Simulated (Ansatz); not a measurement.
Rows from a G0W0 calculation on SrLi2SnS4 (I-42m) (Ansatz 0.2.0; G0W0 on PBE with a share 0.4 of exact exchange, plane waves, PAW; PAW set soft_1; 4×4×4 mesh, 732 empty bands, screening to 150 eV, PAW set soft_1 files), in eV. Spin-orbit coupling is left out.

| row | Σx | Σc | Vxc | Z |
| --- | --- | --- | --- | --- |
| A | -8.72 | -3.50 | -11.95 | 0.85 |
| B | -6.62 | -3.47 | -9.82 | 0.85 |
| C | -5.01 | -3.34 | -8.06 | 0.86 |
| D | -18.23 | 1.43 | -16.94 | 0.82 |
| E | -18.15 | 1.52 | -16.74 | 0.82 |
| F | -7.79 | -3.47 | -11.05 | 0.85 |

Question: Which rows are filled states and which are empty ones, and how can one tell?

Filled: D and E. Empty: A, B, C and F. The sign of Σc tells: for a filled state bare exchange, which holds its interaction with itself, lies below Vxc (Σx − Vxc is -1.3 eV or lower here) and screening gives part back as a positive Σc. For an empty state Σx lies above Vxc (+3.1 eV or more) and the Coulomb hole leaves Σc negative.

[Runs of the session that timed out or met a known fault of the program may be left out.]

[Cells called generated may have been cut or substituted from an entry of the Crystallography Open Database or the Materials Project.]

[Hosts, paths, dates, database ids (printed as entryN), source tags and the programs' standing remarks are cut or masked in the printed files.]
